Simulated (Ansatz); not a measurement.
# Quasiparticle gap of Cs3Bi2Br9 (P-3m1), part 2 of 3

How far does one-shot GW move the r2SCAN gap of Cs3Bi2Br9 (P-3m1)?

Ansatz 0.2.0; r2SCAN, then G0W0 on it, plane waves, PAW. Known limits of the many-body steps: finite bands, screening cutoff and k mesh; no spin-orbit coupling in G0W0; screening cutoff under 40 eV in some runs.

So far. Step 2 (The r2SCAN band structure): Over mesh and path the gap is 2.887 eV, from k = (0.067, 0.067, 0.000) to k = Γ. The least direct gap found is 2.892 eV, at k = Γ. On the 6×6×2 mesh alone the same run gives 2.891 eV, so that mesh misses an edge of r2SCAN: 2.891 − 2.887 = +0.004 eV.

### 3. One-shot GW

G0W0 replaces the xc potential by a self-energy built once from the orbitals of the start. Levels are corrected in the window of bands that the input names, at points of the mesh.

This step: G0W0 on r2SCAN, plane waves, PAW.

Contents of input.yaml:

```yaml
crystal:
  lattice:
    - [7.972, 0.0, 0.0]
    - [-3.986, 6.903954519, 0.0]
    - [0.0, 0.0, 9.867]
  atoms:
    - { symbol: Cs, position: [0.6666666667, 0.3333333333, 0.6669] }
    - { symbol: Cs, position: [0.3333333333, 0.6666666667, 0.3331] }
    - { symbol: Cs, position: [0.0, 0.0, 0.0] }
    - { symbol: Bi, position: [0.6666666667, 0.3333333333, 0.1918] }
    - { symbol: Bi, position: [0.3333333333, 0.6666666667, 0.8082] }
    - { symbol: Br, position: [0.5, 0.5, 0.0] }
    - { symbol: Br, position: [0.5, 0.0, 0.0] }
    - { symbol: Br, position: [0.0, 0.5, 0.0] }
    - { symbol: Br, position: [0.3353, 0.16765, 0.3394] }
    - { symbol: Br, position: [0.83235, 0.16765, 0.3394] }
    - { symbol: Br, position: [0.83235, 0.6647, 0.3394] }
    - { symbol: Br, position: [0.16765, 0.3353, 0.6606] }
    - { symbol: Br, position: [0.16765, 0.83235, 0.6606] }
    - { symbol: Br, position: [0.6647, 0.83235, 0.6606] }
kpoints:
  mp_grid: { grid: [3, 3, 2] }
hamiltonian:
  xc: r2scan
scf:
  occupations: { method: fixed }
gw:
  n_empty_bands: 1052
  ecut_chi: 90.0
  qp_bands: [v4, c4]
  qp_kpoints: band_edges
  screening: { model: contour_deformation }
```

Run with:

```sh
$ ansatz run input.yaml --threads 2 --pin off --max-ram 92160MiB --backend cuda --events-out ev --progress --plain --runs-dir out --devices 1 --max-vram 13GiB  # rebuilt from the run's record
```

Numbers of over 12 decimals in the logs are rounded to 6 here.

Output:

```text
GPUs: using 1 of 1 available (devices: 1).
[...]
GPU FFT provider: cuFFT
GPU libraries: cuBLAS 13.8.2, cuFFT 12.4.0, cuSOLVER 12.3.4
Crystal: 14 atoms, lattice volume = 543.063 Å³
Basis set: ecut = 500 eV, 13781 PW (Γ), exchange–correlation on 240×240×288 points (64 copies of the dense FFT grid, shifted against one another)
Bands: 74, of which v1, the nominal top of the filled ones, is band 60 counted from 1 (59 counted from 0)
Symmetry: 12 space group operations
[...]
k-points: 6 of 18
[...]
GPU buffer pool allocated for 259200 grid points (all kernels)
[...]
SCF iter   1: F=—  HF=-67035.522711 eV  |F-HF|=—  |Δ(HF+E_count)|=         —  Δρ=2.76e-3  dr2=9.17e-2  dr2_τ=3.51e-2  ethr=1.77e-3  ⟨swp⟩=5.2  Hψ=1562  notcnv=0  defer=62
[...]
SCF iter   7: F=-67035.577472 eV  HF=-67035.577472 eV  |F-HF|=4.07e-10  |Δ(HF+E_count)|=   1.35e-7  Δρ=1.21e-6  dr2=1.33e-8  dr2_τ=6.98e-10  ethr=8.33e-11  ⟨swp⟩=21.0  Hψ=3028  notcnv=0
SCF 1 converged in 7 iterations: F = -67035.577472 eV  dr2 = 1.33e-8
[...]
NSCF: frozen V_eff on 6 k-points
the band table was solved once the SCF had ended and its energy, with any forces and stress, was formed, with the checks that follow a solve (1990 applications of the Hamiltonian). They found nothing against the state; the energy, forces and stress were not computed again (output.eigenvalues in the input reference)
[...]
G₀W₀ screening: q 1/6
[... further progress lines ...]
[...]
SCF converged after 7 iterations
Free energy (F): -67035.577472 eV
[...]
Internal energy: -67035.577472 eV  (E = F + TS)
E sigma→0 (E₀):  -67035.577472 eV
Fermi energy:    2.695269 eV
[...]
--- Band table (eV; the first three rows and the last of 6) ---
  k-point 0: bands = [... 56 lower, 1.8554, 1.8564, 1.9063, 2.6953, 5.5868, 6.2790, 6.2790, 7.4749, ... 10 higher]
  k-point 1: bands = [... 56 lower, 2.0375, 2.0375, 2.0401, 2.1887, 5.8059, 5.8059, 5.8407, 7.3656, ... 10 higher]
  k-point 2: bands = [... 56 lower, 1.7741, 1.8123, 2.0010, 2.5840, 6.0757, 6.2307, 6.3115, 7.3122, ... 10 higher]
  k-point 5: bands = [... 56 lower, 1.6827, 1.6827, 2.3296, 2.3296, 6.3752, 6.3752, 6.3996, 7.1100, ... 10 higher]
--- G₀W₀: contour deformation, 6 samples at zero and on the imaginary axis and 2 off it, 18 q-points, 1052 empty bands' worth ---
  eigenvalues of the whole cell's RPA ε∞ on this k-mesh (on a slab, of 1 + 4πα/V) = 3.3917, 3.3917, 3.3983; static W/v taken at q = 0 is 0.294626
  bands read: the sum over 1112 bands ends inside a degenerate multiplet in 1 slot, whose members it reads at an even weight; the widest, k=0: bands 1112 to 1113 (counted from 1) at 1/2 each
  gw.qp_kpoints: band_edges: 6 of 6 stored k-points solved, in 1 pass; an edge of the gap read off the rows below is read off those points alone
    ik  band        ε_KS         Σx   Σc(E_QP)       V_xc       Z   E_QP_lin       E_QP  E_QP is
     0    57      1.8554   -19.5961     2.4805   -16.2516  0.7732     0.9772     0.9915  root
     0    58      1.8564   -19.6062     2.5328   -16.1854  0.7723     0.9531     0.9685  root
     0    59      1.9063   -19.6070     2.5389   -16.1929  0.7672     1.0148     1.0312  root
     0    60      2.6953   -18.9022     1.2368   -17.1397  0.7909     2.1660     2.1696  root
     0    61      5.5868    -9.5728    -2.9670   -13.1473  0.8154     6.1983     6.1943  root
     0    62      6.2790   -10.7807    -3.0198   -14.5119  0.8043     6.9968     6.9904  root
     0    63      6.2790   -10.7807    -3.0198   -14.5119  0.8043     6.9968     6.9904  root
     0    64      7.4749    -9.6350    -3.4095   -13.7299  0.7964     8.1695     8.1603  root
     1    57      2.0375   -19.7874     2.4957   -16.4288  0.7719     1.1600     1.1746  root
     1    58      2.0375   -19.7874     2.4957   -16.4288  0.7719     1.1600     1.1746  root
     1    59      2.0401   -19.7864     2.4966   -16.4277  0.7714     1.1634     1.1781  root
     1    60      2.1887   -18.2097     1.2760   -16.3660  0.7903     1.6164     1.6210  root
     1    61      5.8059    -9.7830    -2.9790   -13.3933  0.8118     6.4418     6.4372  root
     1    62      5.8059    -9.7830    -2.9790   -13.3933  0.8118     6.4418     6.4372  root
     1    63      5.8407   -10.0218    -2.9982   -13.6789  0.8119     6.5046     6.4996  root
     1    64      7.3656    -9.7896    -3.3452   -13.7873  0.7983     8.0258     8.0180  root
     2    57      1.7741   -19.4366     2.5541   -15.9893  0.7683     0.8641     0.8810  root
     2    58      1.8123   -19.0319     2.0255   -16.2801  0.7750     1.0761     1.0860  root
     2    59      2.0010   -19.7157     2.4986   -16.3508  0.7713     1.1199     1.1348  root
     2    60      2.5840   -19.0254     1.3317   -17.1504  0.7893     2.0369     2.0408  root
     2    61      6.0757   -10.3056    -3.0204   -14.0004  0.8087     6.7556     6.7500  root
     2    62      6.2307   -10.5424    -3.0390   -14.2784  0.8056     6.9338     6.9276  root
     2    63      6.3115   -10.7097    -3.0793   -14.5085  0.8050     7.0377     7.0310  root
     2    64      7.3122    -9.9532    -3.3794   -14.0239  0.7950     8.0126     8.0034  root
     3    57      1.8032   -19.4997     2.5117   -16.1197  0.7684     0.9192     0.9350  root
     3    58      1.9447   -19.6622     2.5069   -16.2851  0.7709     1.0593     1.0745  root
     3    59      2.0628   -19.1139     1.8286   -16.6169  0.7782     1.3867     1.3944  root
     3    60      2.4106   -18.9253     1.3759   -16.9933  0.7886     1.8502     1.8545  root
     3    61      5.8060    -9.7779    -2.9888   -13.3920  0.8127     6.4358     6.4313  root
     3    62      6.2411   -10.5596    -3.0371   -14.2940  0.8055     6.9447     6.9385  root
     3    63      6.4240   -10.8729    -3.1004   -14.7140  0.8034     7.1722     7.1648  root
     3    64      7.5808   -10.4145    -3.4857   -14.6468  0.7869     8.3401     8.3273  root
     4    57      1.8611   -19.5759     2.5208   -16.1830  0.7693     0.9733     0.9890  root
     4    58      1.8611   -19.5759     2.5208   -16.1830  0.7693     0.9733     0.9890  root
     4    59      2.2756   -19.0335     1.5709   -16.8576  0.7845     1.6649     1.6705  root
     4    60      2.2756   -19.0335     1.5709   -16.8576  0.7845     1.6649     1.6705  root
     4    61      5.8500    -9.7691    -2.9951   -13.3860  0.8121     6.4764     6.4719  root
     4    62      6.4908   -11.0062    -3.1179   -14.8758  0.8021     7.2503     7.2425  root
     4    63      6.4908   -11.0062    -3.1179   -14.8758  0.8021     7.2503     7.2425  root
     4    64      7.7252   -10.6599    -3.5463   -14.9777  0.7822     8.5117     8.4967  root
     5    57      1.6827   -19.2853     2.5724   -15.8124  0.7659     0.7642     0.7822  root
     5    58      1.6827   -19.2853     2.5724   -15.8124  0.7659     0.7642     0.7822  root
     5    59      2.3296   -19.1525     1.5206   -17.0527  0.7853     1.7454     1.7504  root
     5    60      2.3296   -19.1525     1.5206   -17.0527  0.7853     1.7454     1.7504  root
     5    61      6.3752   -10.7723    -3.0928   -14.5938  0.8041     7.1110     7.1039  root
     5    62      6.3752   -10.7723    -3.0928   -14.5938  0.8041     7.1110     7.1039  root
     5    63      6.3996   -10.7698    -3.0734   -14.5639  0.8034     7.1273     7.1203  root
     5    64      7.1100    -9.7406    -3.3425   -13.7516  0.7974     7.7866     7.7785  root
```

Run time: 65 s. Hardware: 1 × NVIDIA H100 80GB HBM3 (shared by 6 runs) with 2 threads of AMD EPYC 7R13 (Zen 3), shared host; peak memory 5.2 GiB.

Numbers from this step:

```yaml
bands_summed: 1112
rpa_eps_infinity_on_this_mesh_eigenvalues: 3.392, 3.392, 3.398
plane_waves_in_the_screening_matrix: 1059
q_points_in_the_mesh: 18
g0w0_gap_over_the_corrected_points: 4.025 eV
k_of_the_valence_top: 0, 0, 0
k_of_the_conduction_bottom: 0, 0, 0
starting_gap_on_the_mesh: 2.892 eV
z_at_the_valence_top: 0.7909
z_at_the_conduction_bottom: 0.8154
least_direct_g0w0_gap_over_the_corrected_points: 4.025 eV
```

Over all 6 irreducible mesh points the G0W0 gap is 4.025 eV, direct, at k = Γ. The r2SCAN gap of this run on the mesh is 2.892 eV. The two states that bound the G0W0 gap lie that far apart at the start, so the correction of the gap is 4.025 − 2.892 = +1.133 eV. The start of this run differs from the step before in mesh (6×6×2 and 3×3×2).

Labels follow the order of the start: v1 is the top filled band, c1 the lowest empty one; levels that stay degenerate share a row, the window can cut a multiplet, doubted levels are not marked in this list, bands outside the window were not corrected, and the list may be a part of the corrected levels. The levels before and after the correction (eV, zero at the valence-band top of each column):

|  | conduction bottom | valence top |
| --- | --- | --- |
| Kohn-Sham | 2.89 | 0.00 |
| G0W0 | 4.02 | 0.00 |

|  | level | occupation | energy (eV) |
| --- | --- | --- | --- |
| Kohn-Sham | Γ v4 | 2 | -0.840 |
| Kohn-Sham | Γ v3 | 2 | -0.839 |
| Kohn-Sham | Γ v2 | 2 | -0.789 |
| Kohn-Sham | Γ v1 | 2 | 0.000 |
| Kohn-Sham | Γ c1 | 0 | 2.892 |
| Kohn-Sham | Γ c2-c3 | 0 | 3.584 |
| Kohn-Sham | Γ c4 | 0 | 4.780 |
| G0W0 | Γ v4 | 2 | -1.178 |
| G0W0 | Γ v3 | 2 | -1.201 |
| G0W0 | Γ v2 | 2 | -1.138 |
| G0W0 | Γ v1 | 2 | 0.000 |
| G0W0 | Γ c1 | 0 | 4.025 |
| G0W0 | Γ c2-c3 | 0 | 4.821 |
| G0W0 | Γ c4 | 0 | 5.991 |

The parts of the quasiparticle energy for the two states that bound the G0W0 gap, in eV on the run's own scale (QP = start + Σx + Σc − Vxc, with Σc at the quasiparticle energy):

| edge | k | band | start | Σx | Σc | Vxc | Z | QP |
| --- | --- | --- | --- | --- | --- | --- | --- | --- |
| valence top | Γ | 60 | 2.695 | −18.902 | 1.237 | −17.140 | 0.791 | 2.170 |
| conduction bottom | Γ | 61 | 5.587 | −9.573 | −2.967 | −13.147 | 0.815 | 6.194 |

(Continued in part 3 of 3.)

[Paths, hosts, dates, memory and timing lines, banners, echoed tables and standing remarks are left out of the program output.]

[Logs are printed without paths, hosts, clocks, repeated set-up lines and the standing remarks that a program may print on its own settings, such as how far it seeks lower states.]

[Runs of the session that timed out or met a known fault of the program may be left out.]

[Cells called generated may have been cut or substituted from an entry of the Crystallography Open Database or the Materials Project.]

[Hosts, paths, dates, database ids (printed as entryN), source tags and the programs' standing remarks are cut or masked in the printed files.]

[Where an RPA ε∞ is given, it is that of the G0W0 mesh and is not shown converged in it. Names of k-points follow the symmetry that the program found, which can be lower than the space group named. Band edges on a path are those of the sampled points; other points can move an edge, and change direct to indirect where valleys lie close.]

[Hybrid gaps are those of their k-mesh and are not shown converged in it.]
